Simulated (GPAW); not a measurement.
# WC (Qusongite): optical spectrum from first principles

Aim: the dielectric function of WC (Qusongite), and the optical constants that follow from it.

Method: DFT, LDA, plane-wave PAW (GPAW data sets), scalar-relativistic, RPA, optical limit, in GPAW 26.7.0.

## Step 1: Set-up

Symmetry: P-6m2, No. 187, hexagonal system. Conventional cell: a = 2.907 Å, b = 2.907 Å, c = 2.837 Å, α = 90.00°, β = 90.00°, γ = 120.00°. Nearest to W lie 6 C at 2.20 Å. C has 6 W at 2.20 Å nearest. Farther neighbours are not listed.

As a file:

```cif
data_structure
_symmetry_space_group_name_H-M 'P-6m2'
_symmetry_Int_Tables_number 187
_cell_length_a 2.9065
_cell_length_b 2.9065
_cell_length_c 2.8366
_cell_angle_alpha 90.000
_cell_angle_beta 90.000
_cell_angle_gamma 120.000
_cell_volume 20.75
loop_
_atom_site_label
_atom_site_type_symbol
_atom_site_symmetry_multiplicity
_atom_site_Wyckoff_symbol
_atom_site_fract_x
_atom_site_fract_y
_atom_site_fract_z
_atom_site_occupancy
W1 W 1 a 0.00000 0.00000 0.00000 1
C1 C 1 f 0.66667 0.33333 0.50000 1
```

## Step 2: Ground state

The self-consistent density comes first; it also tells whether there is a gap, which decides the occupations and the need for a Drude term.

This step: DFT, LDA, plane-wave PAW (GPAW data sets), scalar-relativistic, ground state (GPAW 26.7.0).

gs.py reads:

```python
from ase import Atoms
from ase.dft.bandgap import bandgap
from gpaw import GPAW, PW, FermiDirac

atoms = Atoms(['W', 'C'],
              cell=[[2.906500000000, 0.000000000000, 0.000000000000],
                    [-1.453250000000, 2.517102836100, 0.000000000000],
                    [0.000000000000, 0.000000000000, 2.836600000000]],
              scaled_positions=[[0.000000000000, 0.000000000000, 0.000000000000],
                                [0.666666666700, 0.333333333300, 0.500000000000]],
              pbc=[True, True, True])
atoms.calc = GPAW(mode=PW(500), xc='LDA', kpts={'size': (9, 9, 8), 'gamma': True},
                  occupations=FermiDirac(0.05), maxiter=150, txt='gs.txt')
print('energy (eV)', atoms.get_potential_energy())
print('Fermi level (eV)', atoms.calc.get_fermi_level())
print('valence electrons', atoms.calc.get_number_of_electrons())
print('gap (eV)', bandgap(atoms.calc, output=None)[0])
print('direct gap (eV)', bandgap(atoms.calc, direct=True, output=None)[0])
atoms.calc.write('gs.gpw')
```

Run with:

```console
$ OMP_NUM_THREADS=1 python gs.py
```

Numbers of over 12 decimals in the logs are rounded to 6 here.

What it wrote:

```text
__  _  _
 | _ |_)|_||  |
 |__||  | ||/\| - 26.7.0

Versions:
  Python: 3.12.14
  ASE:    3.29.0
  Numpy:  2.5.5
  Scipy:  1.18.1
  Libxc:  7.0.0

Input parameters:
  mode=PW(ecut=500.0),
  kpts=MonkhorstPack(size=(9, 9, 8), gamma=True),
  maxiter=150,
  occupations=Occupations(name='fermi-dirac', width=0.05, fixmagmom=False),
  xc=XC(name='LDA')

Diagonalizing LCAO Hamiltonian
Converting LCAO to pw mode

           C

       W

Atoms  # Å, Bohr magnetons
|   | symbol |        x |        y |        z |    initial magnetic moments |
| 0 |      W | 0.000000 | 0.000000 | 0.000000 | ( 0.0000,  0.0000,  0.0000) |
| 1 |      C | 1.453250 | 0.839034 | 1.418300 | ( 0.0000,  0.0000,  0.0000) |

Unit cell  # Å
| periodic |         x |        y |        z |  lengths |     angles |
|      yes |  2.906500 | 0.000000 | 0.000000 | 2.906500 |  90.000000 |
|      yes | -1.453250 | 2.517103 | 0.000000 | 2.906500 |  90.000000 |
|      yes |  0.000000 | 0.000000 | 2.836600 | 2.836600 | 120.000000 |

Number of symmetries: 12
Symmetry operations  # r_c * U_cc + t_c -> r_c
|    | kind |            matrix            |
|  0 |  σ   |  1, 1, 0,  0,-1, 0,  0, 0, 1 |
|  1 |  C2  |  1, 1, 0,  0,-1, 0,  0, 0,-1 |
|  2 |  E   |  1, 0, 0,  0, 1, 0,  0, 0, 1 |
|  3 |  σ   |  1, 0, 0,  0, 1, 0,  0, 0,-1 |
|  4 |  C3  |  0, 1, 0, -1,-1, 0,  0, 0, 1 |
|  5 |  S3  |  0, 1, 0, -1,-1, 0,  0, 0,-1 |
|  6 |  σ   |  0,-1, 0, -1, 0, 0,  0, 0, 1 |
|  7 |  C2  |  0,-1, 0, -1, 0, 0,  0, 0,-1 |
|  8 |  σ   | -1, 0, 0,  1, 1, 0,  0, 0, 1 |
|  9 |  C2  | -1, 0, 0,  1, 1, 0,  0, 0,-1 |
| 10 |  C3  | -1,-1, 0,  1, 0, 0,  0, 0, 1 |
| 11 |  S3  | -1,-1, 0,  1, 0, 0,  0, 0,-1 |

BZ-sampling:
  Number of BZ points: 648
  Number of IBZ points: 60

  Monkhorst-Pack size: [9, 9, 8]
  Monkhorst-Pack shift: [0.0, 0.0, 0.0625]

K-points  # in reciprocal-cell coordinates
|     |                                coordinates |     weight |
|   0 | (  0.00000000,   0.00000000,   0.00000000) | 0.00154321 |
|   1 | (  0.00000000,   0.00000000,   0.12500000) | 0.00308642 |
|   2 | (  0.00000000,   0.00000000,   0.25000000) | 0.00308642 |
|   3 | (  0.00000000,   0.00000000,   0.37500000) | 0.00308642 |
|   4 | (  0.00000000,   0.00000000,   0.50000000) | 0.00154321 |
|   5 | (  0.11111111,   0.00000000,   0.00000000) | 0.00925926 |
|   6 | (  0.11111111,   0.00000000,   0.12500000) | 0.01851852 |
|   7 | (  0.11111111,   0.00000000,   0.25000000) | 0.01851852 |
|   8 | (  0.11111111,   0.00000000,   0.37500000) | 0.01851852 |
|   9 | (  0.11111111,   0.00000000,   0.50000000) | 0.00925926 |
| ... |                                            |            |
|  59 | (  0.44444444,   0.44444444,   0.50000000) | 0.00925926 |

Plane wave coefficients: 539
Cutoff: 500.0 eV

Spin-components: 1 (collinear spins)
Bands:           15
Projectors:      11
Spin-degeneracy: 2
Datatype:        complex128

Parallelization:
  kpt:    1
  domain: 1
  band:   1

Density:
  Valence electrons: 18.0
  Components: 1
  Grid points: [15 15 15]
  Charge: 0.0  # |e|

Potential:
  Grid points: [15 15 15]

species:
  W:
    name:    Tungsten
    id:
    Z:       74.0
    valence: 14
    core:    60
    charge:  0.0  # [|e|]
    compensation charges:
      type: gauss
      rc: 0.40  # [Å]
      lmax: 2
    cutoffs:
      filter: 2.36  # [Å]
      core: 3.02  # [Å]
    projectors
    | kind |    occ | energy [eV] | rcut [Å] |
    |   5s |  2.000 |     -79.053 |    1.344 |
    |   6s |  2.000 |      -5.886 |    1.344 |
    |   5p |  6.000 |     -43.417 |    1.355 |
    |   6p |  0.000 |      -1.469 |    1.355 |
    |   5d |  4.000 |      -4.693 |    1.228 |
    |    d |        |      22.518 |    1.228 |

    Using partial waves for W as LCAO basis

  C:
    name:    Carbon
    id:
    Z:       6.0
    valence: 4
    core:    2
    charge:  0.0  # [|e|]
    compensation charges:
      type: gauss
      rc: 0.20  # [Å]
      lmax: 2
    cutoffs:
      filter: 1.14  # [Å]
      core: 1.14  # [Å]
    projectors
    | kind |    occ | energy [eV] | rcut [Å] |
    |   2s |  2.000 |     -13.639 |    0.635 |
    |   2p |  2.000 |      -5.414 |    0.635 |
    |    s |        |      13.573 |    0.635 |
    |    p |        |      21.797 |    0.635 |
    |    d |        |       0.000 |    0.635 |

    Using partial waves for C as LCAO basis

Reference energy: -439534.908752  # eV

eigensolver:
  PPCG
  Converge bands: occupied
  niter=2

density mixing:
  MSR1-Mixer
  Pratt-step length: 0.05
  Maximum mixing coefficient: 0.75
  Old densities: 10
  SVD Regularization: 0.005
  Good broyden scale: 1.0
  Trust region scale: 1.0
  Backstep threshold: 4.0
  History deletion threshold: 6.0
  Fourier metric: weight=20.0, sigma=0.015

occupation numbers:
  Fermi-Dirac:
    width: 0.0500  # eV

poisson solver:
  ecut: 4000.0  # eV

xc functional:
  name: None

convergence criteria:
- Maximum [total energy] change in last 3 cyles: 0.0005 eV / valence electron
- Maximum integral of absolute [dens]ity change: 0.0001 electrons / valence electron
- Maximum integral of absolute [eigenst]ate change: 4e-08 eV^2 / valence electron
maximum number of iterations: 150

SCF iterations
|iter     |      energy | eigst |  dens |
|iter:   1||  -25.022444 | -0.06 |       |
|iter:   2||  -24.542875 | -2.15 | -0.93 |
|iter:   3||  -23.464015 | -1.23 | -1.00 |
|iter:   4||  -23.462065 | -3.19 | -1.71 |
|iter:   5||  -23.464604c| -3.56 | -1.94 |
|iter:   6||  -23.464548c| -5.18 | -3.01 |
|iter:   7||  -23.464549c| -6.55 | -3.61 |
|iter:   8||  -23.464549c| -8.03c| -4.26c|

Converged in 8 steps
SCF loop duration: 5.303 s (0.663 s/step)
Energy contributions relative to reference atoms: (reference = -439534.908752)

Energy contributions:
  Kinetic:          14.558872
  Coulomb:         -16.338057
  Zero:             -0.042609
  External:          0.000000
  Xc:              -21.641110
  Entropy:          -0.003290
  Spinorbit:         0.000000
  ----------------------------
  Free energy:     -23.466194
  Extrapolated:    -23.464549

dipole moment: (-4.693365, -9.834581, -10.602413)  # |e|*Ang

Fermi level: 13.805
Eigenvalues  # (at kpt = [0.000, 0.000, 0.000])
| band index |      eig [eV] | occ [0-2] |
|          0 |       -59.938 |     2.000 |
|          1 |       -24.181 |     2.000 |
|          2 |       -24.066 |     2.000 |
|          3 |       -24.066 |     2.000 |
|          4 |        -0.479 |     2.000 |
|          5 |         9.507 |     2.000 |
|          6 |        10.477 |     2.000 |
|          7 |        10.477 |     2.000 |
|          8 |        13.897 |     0.272 |
|          9 |        16.986 |     0.000 |
|         10 |        16.986 |     0.000 |
|         11 |        19.402 |     0.000 |
|         12 |        19.402 |     0.000 |
|         13 |        20.325 |     0.000 |
|         14 |        28.214 |     0.000 |

No gap
No difference between direct/indirect transitions

--- standard output ---
energy (eV) -23.464549
Fermi level (eV) 13.804987
valence electrons 18.0
gap (eV) 0.0
direct gap (eV) 0.0
```

Elapsed: 6.9 s, on 1 thread of Arm Neoverse V2, shared host; peak memory 0.13 GiB.

This step gave:

```
energy       : -23.46 eV
Fermi energy : 13.80 eV
electrons    : 18
```

There are states at the Fermi level within the smearing, so the occupations stay smeared and the carriers get a Drude term.

## Step 3: Bands for the response

At the fixed density, many empty bands are solved on the mesh of the response, since the spectrum sums over them.

This step: DFT, LDA, plane-wave PAW (GPAW data sets), scalar-relativistic, bands at fixed density (GPAW 26.7.0).

nscf.py reads:

```python
from ase.dft.bandgap import bandgap
from gpaw import GPAW, FermiDirac

calc = GPAW('gs.gpw').fixed_density(kpts={'size': (15, 15, 12), 'gamma': True}, nbands=33, convergence={'bands': 27},
                                    occupations=FermiDirac(0.05), txt='nscf.txt')
print('gap (eV)', bandgap(calc, output=None)[0])
print('direct gap (eV)', bandgap(calc, direct=True, output=None)[0])
print('top band over the Fermi level (eV)', min(calc.get_eigenvalues(kpt=k)[26] for k in range(len(calc.get_ibz_k_points()))) - calc.get_fermi_level())
calc.write('full.gpw', mode='all')
```

Run with:

```console
$ OMP_NUM_THREADS=1 python nscf.py
```

What it wrote:

```text
Diagonalizing LCAO Hamiltonian
Converting LCAO to pw mode
convergence criteria:
- Maximum integral of absolute [eigenst]ate change: 4e-08 eV^2 / valence electron
maximum number of iterations: 150

SCF iterations
|iter     |      energy | eigst |  dens |
|iter:   1||             | +2.99 |       |
|iter:   2||             | +0.95 |       |
|iter:   3||             | -1.09 |       |
|iter:   4||             | -2.73 |       |
|iter:   5||             | -4.64 |       |
|iter:   6||             | -6.24 |       |
|iter:   7||             | -7.39 |       |
|iter:   8||             | -8.34c|       |
SCF steps: 8
  __  _  _
 | _ |_)|_||  |
 |__||  | ||/\| - 26.7.0

Versions:
  Python: 3.12.14
  ASE:    3.29.0
  Numpy:  2.5.5
  Scipy:  1.18.1
  Libxc:  7.0.0

Input parameters:
  mode=PW(ecut=500.0),
  convergence={'bands': 27},
  gpts=array([15, 15, 15]),
  kpts=MonkhorstPack(size=(15, 15, 12), gamma=True),
  maxiter=150,
  nbands=33,
  occupations=Occupations(name='fermi-dirac', width=0.05, fixmagmom=False),
  parallel={},
  xc=XC(name='LDA')

--- standard output ---
gap (eV) 0.0
direct gap (eV) 0.0
top band over the Fermi level (eV) 37.575445
```

Run time: 39 s. Hardware: 1 thread; peak memory 0.21 GiB.

## Step 4: Dielectric function, RPA

Transitions between filled and empty bands, summed over the zone, give the optical response, so mesh, band count and broadening shape it.

The induced potential is part of this response.

This step: DFT, LDA, plane-wave PAW (GPAW data sets), scalar-relativistic, RPA, optical limit (GPAW 26.7.0).

df.py reads:

```python
from gpaw.response.df import DielectricFunction

df = DielectricFunction('full.gpw', frequencies={'type': 'nonlinear', 'domega0': 0.03, 'omega2': 8},
                        ecut=50,
                        eta=0.15,
                        nbands=27,
                        rate=0.05,
                        txt='df.txt')
for direction in ['x', 'z']:
    df.get_dielectric_function(xc='RPA', direction=direction, filename=f'df_{direction}.csv')
```

Run with:

```console
$ OMP_NUM_THREADS=1 python df.py
```

What it wrote:

```text
Using integrator: PointIntegrator
NonLinearFrequencyDescriptor(from 0.000 to 117.639 eV, 554 points)
Nonperiodic BCs:  [False False False]
Using integrator: PointIntegrator
NonLinearFrequencyDescriptor(from 0.000 to 117.639 eV, 554 points)
Nonperiodic BCs:  [False False False]
Using integrator: PointIntegrator

Calculating chi0 body with:
    Ground state adapter containing:
    Number of spins: 1
    Number of kpoints: 2700
    Number of irreducible kpoints: 189
    Number of completely occupied states: 8
    Number of partially occupied states: 10

    Linear response parametrization:
    q_c: [0.0, 0.0, 0.0]
    Number of frequency points: 554
    Planewave cutoff: 50.0
    Number of bands: 27
    Number of planewaves: 21
    Broadening (eta): 0.15

Integrating chi0 body.

Symmetries of q_c:
    Direct symmetries (Uq -> q): 12
    Indirect symmetries (TUq -> q): 12
In total 24 allowed symmetries.

189 groups of equivalent kpoints. 93.0% reduction.

Integral kind: spectral function

Calculating chi0 optical extensions with:
    Ground state adapter containing:
    Number of spins: 1
    Number of kpoints: 2700
    Number of irreducible kpoints: 189
    Number of completely occupied states: 8
    Number of partially occupied states: 10

    Linear response parametrization:
    Number of frequency points: 554
    Planewave cutoff: 50.0
    Number of bands: 27
    Number of planewaves: 21
    Broadening (eta): 0.15
Integrating chi0 head and wings.

Symmetries of q_c:
    Direct symmetries (Uq -> q): 12
    Indirect symmetries (TUq -> q): 12
In total 24 allowed symmetries.

189 groups of equivalent kpoints. 93.0% reduction.

Integral kind: spectral function wings

Calculating drude chi0 with:
    Number of frequency points:554
    Plasma frequency decay rate: 0.05 eV

    Ground state adapter containing:
    Number of spins: 1
    Number of kpoints: 2700
    Number of irreducible kpoints: 189
    Number of completely occupied states: 8
    Number of partially occupied states: 10

Symmetries of q_c:
    Direct symmetries (Uq -> q): 12
    Indirect symmetries (TUq -> q): 12
In total 24 allowed symmetries.

189 groups of equivalent kpoints. 93.0% reduction.

Integral kind: intraband
Plasma frequency:
[[2.65+0.j 0.  +0.j 0.  +0.j]
 [0.  +0.j 2.65+0.j 0.  +0.j]
 [0.  +0.j 0.  +0.j 1.83+0.j]]
```

Run time: 7.6 s. Hardware: 1 thread; peak memory 0.23 GiB.

The Im ε has structure finer than the step of the table below, so its rows give means over 0.5 eV, whole bins alone (the curve runs from 0.305 to 14.0 eV). Peaks (eV: height): E ∥ x 3.34: 17.4, 3.85: 17.2, 7.15: 12.3; E ∥ z 1.31: 12.4, 1.95: 14.4, 3.18: 21.5, 5.03: 15.9, 5.87: 14.6, 7.38: 17.2.

Sum at mesh points, not converged in k. Table of Im ε by photon energy; means over each step:

| photon energy (eV) | E ∥ x | E ∥ z |
| --- | --- | --- |
| 1.0 | 6.05 | 8.24 |
| 1.5 | 5.97 | 8.90 |
| 2.0 | 10.0 | 12.4 |
| 2.5 | 11.4 | 16.5 |
| 3.0 | 15.0 | 20.2 |
| 3.5 | 15.8 | 19.6 |
| 4.0 | 16.1 | 14.6 |
| 4.5 | 15.6 | 12.4 |
| 5.0 | 12.6 | 14.7 |
| 5.5 | 10.4 | 13.0 |
| 6.0 | 9.25 | 13.0 |
| 6.5 | 10.3 | 11.0 |
| 7.0 | 11.8 | 13.5 |
| 7.5 | 11.5 | 15.6 |
| 8.0 | 11.4 | 10.3 |
| 8.5 | 10.0 | 6.42 |
| 9.0 | 7.66 | 4.90 |
| 9.5 | 6.36 | 4.48 |
| 10.0 | 5.71 | 3.75 |
| 10.5 | 5.18 | 3.67 |
| 11.0 | 4.72 | 4.04 |
| 11.5 | 4.51 | 4.56 |
| 12.0 | 3.50 | 4.95 |
| 12.5 | 2.31 | 4.75 |
| 13.0 | 1.86 | 4.18 |
| 13.5 | 1.80 | 3.61 |

[end of part 1 of 2]

[Machine, clock and banner lines and Python warnings are left out of the logs.]

[Logs are printed without paths, hosts, clocks, repeated set-up lines and the standing remarks that a program may print on its own settings, such as how far it seeks lower states.]

[Hosts, paths, dates, database ids (printed as entryN), source tags and the programs' standing remarks are cut or masked in the printed files.]
